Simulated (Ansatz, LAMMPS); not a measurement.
# Relaxing aqueous NH4+ and HCO3-, 1.1 mol of salt per kg of water, from a frame at 280 K (166 atoms)

Wanted: the relaxed structure of aqueous NH4+ and HCO3-, 1.1 mol of salt per kg of water, from a frame at 280 K (166 atoms) and its electronic structure.

Program: Ansatz 0.2.0. Level of theory: Kohn-Sham DFT, PBE+D4, PAW (set soft_2), plane waves. Results are calculated unless marked as measured.

## (1) The structure

The cell holds 166 atoms: 1 N, 109 H, 55 O and 1 C. Cell: a = 11.768 Å, b = 11.768 Å, c = 11.768 Å, α = 90.0°, β = 90.0°, γ = 90.0°. 52 H2O, 1 NH4+, 1 HCO3- placed at random, at 1.03 g/cm³; overlaps pushed apart, then 10 ps at 420 K with MMFF94 bonds, angles, torsions, charges and radii (Halgren, J. Comput. Chem. 17, 490 (1996)) in harmonic and 12-6 forms; SPC/E water (Berendsen, Grigera and Straatsma, J. Phys. Chem. 91, 6269 (1987)). Snapshot after 20 ps at 280 K and fixed volume.

What the set-up can't give: The network of contacts between molecules at the start is that of the classical potential that made the cell. The concentration wasn't checked against solubility and may exceed it. The density was typed from a rule of thumb and may lie off the real one at this temperature. Sampling is at Γ alone, for a cell whose shortest periodic width is 12 Å.

## (2) Single point at the start

A single point comes first, to see the forces before anything moves.

input.yaml

```yaml
crystal:
  lattice:
    - [11.76822, 0.0, 0.0]
    - [0.0, 11.76822, 0.0]
    - [0.0, 0.0, 11.76822]
  atoms:
    - { symbol: "N", position: [0.24021, 0.00815, 0.27382] }
    - { symbol: H, position: [0.22344, 0.94871, 0.21265] }
    - { symbol: H, position: [0.27861, 0.98095, 0.34684] }
    - { symbol: H, position: [0.2982, 0.06488, 0.23905] }
    [... 156 atom lines left out ...]
    - { symbol: O, position: [0.46197, 0.67099, 0.50874] }
    - { symbol: H, position: [0.45904, 0.70409, 0.58694] }
    - { symbol: H, position: [0.53618, 0.63112, 0.49762] }
    - { symbol: O, position: [0.92802, 0.35789, 0.75574] }
    - { symbol: H, position: [0.91441, 0.38072, 0.67503] }
    - { symbol: H, position: [0.9251, 0.42669, 0.80552] }
kpoints:
  mp_grid: { grid: [1, 1, 1] }
hamiltonian:
  xc: pbe
  dispersion: d4
scf:
  occupations: { method: fixed }
output:
  forces: true
  stress: true
  populations: true
  dos:
    method: { smearing: { sigma: 0.08 } }
    de: 0.1
    projected: { site_lists: { C: [C], H: [H], "N": ["N"], O: [O] } }
  eigenvalues: true
```

On the command line:

```sh
> ansatz run input.yaml --threads 4 --pin off --max-ram 8192MiB --backend cpu --events-out ev --progress --plain --runs-dir out
```

The job ended after 33 s (4 threads of Arm Neoverse V1, shared host; peak memory 2 GiB).

Read from the output:

* free energy: -33599.4933 eV
* free energy per atom: -202.4066 eV/atom
* SCF cycles: 10
* pressure: -1.207 GPa
* r.m.s. force component: 0.5522 eV/Å
* longest force: 2.874 eV/Å
* Fermi energy: -1.559 eV
* gap (highest filled to lowest empty level): 3.202 eV
* spilling of the projection: 0.011

The r.m.s. force component of 0.55 eV/Å and the pressure of -1.2 GPa set the starting point.

Neighbours are counted within 1.21 Å (H-O), 1.27 Å (H-N), 1.73 Å (O-C).

Length of the force by element and coordination:

```csv
element,coordination,atoms,mean length of the force (eV/Å),spread,least,most
C,all,1,2.57,0,2.57,2.57
H,all,109,0.929,0.32,0.251,2.25
N,all,1,1.03,0,1.03,1.03
O,all,55,0.728,0.424,0.153,2.87
O,1,2,2.19,0.687,1.50,2.87
O,2,53,0.673,0.292,0.153,1.49
```

## (3) Relaxation

With the cell held, the atoms are moved downhill towards a nearby minimum.

input.yaml, the sections that differ from step 2:

```yaml
output:
  forces: true
relax:
  f_tol: 0.05
  max_steps: 200
# crystal, kpoints, hamiltonian, scf: as in step 2
```

The job ended after 10 min (4 threads; peak memory 1.8 GiB).

The steps of the relaxation (22 of 41):

```csv
step,energy less that of the first step (eV),largest force component (eV/Å)
1,0.0000,2.0851
3,-6.5577,1.2532
5,-8.3109,1.0872
7,-9.0689,0.2316
9,-9.4088,0.2442
11,-9.6122,0.6151
12,-9.6569,1.2867
14,-9.7918,0.7231
16,-9.8869,0.1698
18,-9.9232,0.3243
20,-9.9659,0.2069
22,-10.0039,0.5560
24,-10.0778,0.4027
26,-10.1048,0.1928
28,-10.1009,0.3895
30,-10.1216,0.1697
31,-10.1266,0.2129
33,-10.1506,0.2134
35,-10.2436,0.4158
37,-10.3369,0.1520
39,-10.3638,0.2764
41,-10.3734,0.0271
```

Relaxation step 28 was tried and not accepted.

The atoms that moved most (Å):

```csv
atom,dx,dy,dz,length
H106,0.842,2.045,-0.625,2.298
H96,1.917,1.195,0.204,2.269
H142,0.884,0.382,-1.912,2.141
H31,-0.496,-1.855,-0.578,2.005
H2,-0.938,1.664,0.407,1.953
H126,1.433,1.084,-0.171,1.805
H150,-1.644,0.029,0.470,1.710
H5,0.036,1.591,0.531,1.677
```

The relaxation changed the energy by -62.5 meV/atom, and atoms moved by 0.84 Å r.m.s., 2.3 Å at most.

## (4) Structure statistics after relaxation

Bonds before and after, by the cutoffs listed below:

```csv
pair,bonds before,bonds after,mean before (Å),mean after (Å),spread before (Å),spread after (Å)
H-O,105,105,1.000,0.993,0.003,0.010
H-N,4,4,1.022,1.046,0.012,0.004
O-C,3,3,1.266,1.302,0.032,0.049
```

Density 1.03 g/cm³, 9.818 Å³ an atom.

Pair distribution functions g(r), in bins of 0.2 Å:

```csv
r (Å),total,H-H,H-O,H-C,H-N,O-O,O-C
0.90,4.16,0.00,9.55,0.00,0.00,0.00,0.00
1.10,1.11,0.00,2.16,0.00,22.15,0.00,0.00
1.30,0.08,0.00,0.00,0.00,0.00,0.00,20.75
1.50,0.77,1.70,0.09,0.00,0.00,0.00,0.00
1.70,1.41,0.80,2.44,0.00,0.00,0.00,0.00
1.90,0.46,0.06,0.98,1.52,0.00,0.00,0.00
2.10,0.58,1.21,0.13,0.00,0.00,0.00,0.00
2.30,0.99,2.20,0.04,0.00,0.00,0.25,0.00
2.50,0.46,1.04,0.00,0.90,0.00,0.00,0.00
2.70,0.78,0.45,0.12,4.88,0.00,4.37,0.00
2.90,0.61,0.36,0.67,0.72,0.67,1.25,0.00
3.10,1.17,0.59,2.02,0.00,2.42,0.22,0.00
3.30,1.17,0.84,1.67,0.52,2.81,0.43,1.03
3.50,1.07,1.18,1.12,0.49,0.00,0.62,1.96
3.70,1.14,1.32,0.95,1.29,1.30,0.97,4.44
3.90,1.15,1.28,1.01,1.16,1.58,1.10,0.81
4.10,1.08,1.11,1.06,2.10,1.38,1.04,0.00
4.30,1.10,1.06,1.04,0.96,0.96,1.55,1.27
4.50,0.98,0.96,0.97,0.88,0.28,1.19,0.59
4.70,1.10,1.17,0.95,1.58,1.33,1.42,0.54
4.90,0.98,0.93,1.02,0.75,1.50,1.04,0.99
5.10,0.93,0.88,1.00,0.45,1.82,0.83,0.92
5.30,1.01,0.93,1.14,0.21,1.26,0.82,1.25
5.50,0.90,0.91,0.95,1.57,0.39,0.68,1.17
5.70,0.90,0.93,0.93,0.93,0.91,0.66,1.45
```

Bonds by pair of elements; cutoffs follow the first minimum of g(r), held within bounds set by covalent radii, and pairs that aren't listed don't count as bonded:

```csv
pair A-B,cutoff (Å),bonds,mean length (Å),spread (Å),shortest (Å),B about A,A about B
H-O,1.21,105,0.993,0.01,0.97,0.963,1.91
H-N,1.27,4,1.05,0.004,1.04,0.037,4
O-C,1.73,3,1.30,0.049,1.26,0.055,3
```

How many atoms have how many bonded neighbours:

```csv
element,mean,1,2,3,4
C,3,0,0,1,0
H,1,109,0,0,0
N,4,0,0,0,1
O,1.96,2,53,0,0
```

Bond angles (no mean is given where the spread exceeds 20°):

```csv
angle,count,mean (°),spread (°)
H-O-H,52,106,2
H-N-H,6,110,3
O-C-O,3,120,4.2
C-O-H,1,111,0
```

Hydrogen bonds between water molecules (O–O under 3.5 Å, H–O···O angle under 30°):

```csv
hydrogen bonds to other water,molecules
0,0
1,0
2,3
3,17
4,31
5,1
```

Bond length by coordination (bonds to H left out):

```csv
element,coordination,atoms,mean bond length (Å)
O,1,2,1.27
O,2,1,1.37
```

Counting bonds as in the table, all C atoms have 3, all H atoms have 1, all N atoms have 4 and 96 % of O atoms have 2 bonded neighbours. The H-O-H angle averages 106° with a spread of 2°. The 52 water molecules hold 3.58 hydrogen bonds each to other water on average, with a mean O–O distance of 2.75 Å.

## (5) Single point at the relaxed geometry

One more single point at the end of the walk gives the fuller output and checks the residual forces.

input.yaml

```yaml
crystal:
  lattice:
    - [11.76822, 0.0, 0.0]
    - [0.0, 11.76822, 0.0]
    - [0.0, 0.0, 11.76822]
  atoms:
    - { symbol: "N", position: [0.21085, 0.13364, 0.28524] }
    - { symbol: H, position: [0.14371, 0.09007, 0.24722] }
    - { symbol: H, position: [0.27385, 0.07958, 0.31719] }
    - { symbol: H, position: [0.25119, 0.18304, 0.22244] }
    [... 156 atom lines left out ...]
    - { symbol: O, position: [0.43238, 0.63846, 0.47353] }
    - { symbol: H, position: [0.42937, 0.69124, 0.53994] }
    - { symbol: H, position: [0.5132, 0.62222, 0.45716] }
    - { symbol: O, position: [0.9276, 0.32221, 0.75342] }
    - { symbol: H, position: [0.90538, 0.3433, 0.67382] }
    - { symbol: H, position: [0.94728, 0.39672, 0.78755] }
kpoints:
  mp_grid: { grid: [1, 1, 1] }
hamiltonian:
  xc: pbe
  dispersion: d4
scf:
  occupations: { method: fixed }
output:
  forces: true
  stress: true
  populations: true
  dos:
    method: { smearing: { sigma: 0.1 } }
    de: 0.1
    projected: { site_lists: { C: [C], H: [H], "N": ["N"], O: [O] } }
  eigenvalues: true
  write_density: true
  write_potential: true
  volumetric_format: npy
```

Wall time 34 s (4 threads); peak memory 2 GiB; 2.2 min of CPU time.

The program notes that the exchange-correlation potential is rough where the density is thin.

Numbers from this run:

```
free energy                                      : -33609.8667 eV
free energy per atom                             : -202.4691 eV/atom
SCF cycles                                       : 9
pressure                                         : -0.1816 GPa
r.m.s. force component                           : 0.00613 eV/Å
longest force                                    : 0.03814 eV/Å
Fermi energy                                     : -2.455 eV
gap (highest filled to lowest empty level) : 4.859 eV
spilling of the projection                       : 0.01079
```

Löwdin charges by element and coordination (they lack the spilled electrons, 0.029 e an atom on average):

```csv
element,coordination,atoms,mean charge (e),spread,least,most
C,all,1,0.705,0,0.705,0.705
H,all,109,0.384,0.0127,0.327,0.415
N,all,1,-0.552,0,-0.552,-0.552
O,all,55,-0.676,0.0439,-0.735,-0.475
O,1,2,-0.513,0.003,-0.516,-0.510
O,2,53,-0.682,0.031,-0.735,-0.475
```

States in the cell by windows of 1 eV, zero at the Fermi level; the larger projections on atomic orbitals stand beside the total:

```csv
from (eV),to (eV),total,O p,H s
-10,-9,1.2,0.7,0.2
-9,-8,0.8,0.5,0.1
-8,-7,8.1,5.5,2.2
-7,-6,81.8,53.6,23.5
-6,-5,26.1,17.7,6.1
-5,-4,12.0,8.9,1.5
-4,-3,41.5,32.6,3.9
-3,-2,42.7,36.1,2.1
-2,-1,40.3,38.6,0.4
-1,0,80.7,79.2,0.4
0,1,0.9,0.9,0.0
1,4,0.0,0.0,0.0
4,5,2.0,0.0,1.2
```

With fixed occupations the program's Fermi level is the highest filled level; weight inside the gap is the broadening of levels at its edges.

Between -22 and -10 eV lie 112 more states.

The levels nearest the highest filled one (over half full), pooled over k-points and spins:

```csv
level less the highest filled one (eV),occupation
-0.277,2
-0.255,2
-0.203,2
-0.160,2
-0.0848,2
0,2
4.86,0
5.71,0
6.19,0
6.33,0
6.38,0
6.41,0
```

Mean Löwdin charges: C +0.70, H +0.38, N -0.55, O -0.68 e (they miss 1.1 % of the electrons, so they add up to more than the cell's charge). The largest share in the top eV of filled states is O p (99 % of the projected weight), and in the lowest eV of empty states H s (40 % of the projected weight).

## (6) Outcome

```yaml
energy_change_in_the_relaxation: -62.49 meV/atom
r_m_s_displacement: 0.841 Å
largest_displacement: 2.298 Å
free_energy_per_atom: -202.4691 eV/atom
pressure: -0.1816 GPa
r_m_s_force_component: 0.00613 eV/Å
spacing_of_highest_filled_and_lowest_empty_level: 4.859 eV
wall_time_of_the_3_dft_runs: 11 min
```

What this shows: Relaxation lowers the energy by 62.5 meV/atom and moves atoms by 0.84 Å r.m.s.; the r.m.s. force component goes from 0.55 to 0.0061 eV/Å, the pressure goes from -1.2 to -0.18 GPa, and the gap from 3.20 to 4.86 eV. By the final cutoffs no bond was broken or made. First to last step the energy falls by 10.373 eV; the largest move, 2.30 Å, is that of H106, with 1 other atom within 2 % of it. The H-N bonds go from 1.022 Å (spread 0.012) to 1.046 Å (spread 0.004). Counting bonds as in the table, all C atoms have 3, all H atoms have 1, all N atoms have 4 and 96 % of O atoms have 2 bonded neighbours. The 52 water molecules hold 3.58 hydrogen bonds each to other water on average, with a mean O–O distance of 2.75 Å. Between filled and empty levels lie 4.86 eV (at Γ alone); a semilocal functional tends to put such gaps too low. In a disordered cell it changes from sample to sample and from frame to frame.

**Limits.** The network of contacts between molecules at the start is that of the classical potential that made the cell; in DFT atoms moved by 0.84 Å r.m.s.

[Logs are printed without paths, hosts, clocks, repeated set-up lines and the standing remarks that a program may print on its own settings, such as how far it seeks lower states.]

[Hosts, paths, dates, database ids (printed as entryN), source tags and the programs' standing remarks are cut or masked in the printed files.]

[The MMFF94 radii named for the starting cell were scaled by 0.96; in molecules described by MMFF94, hydrogen bound to N, O or S took a small fixed 12-6 site in their place.]
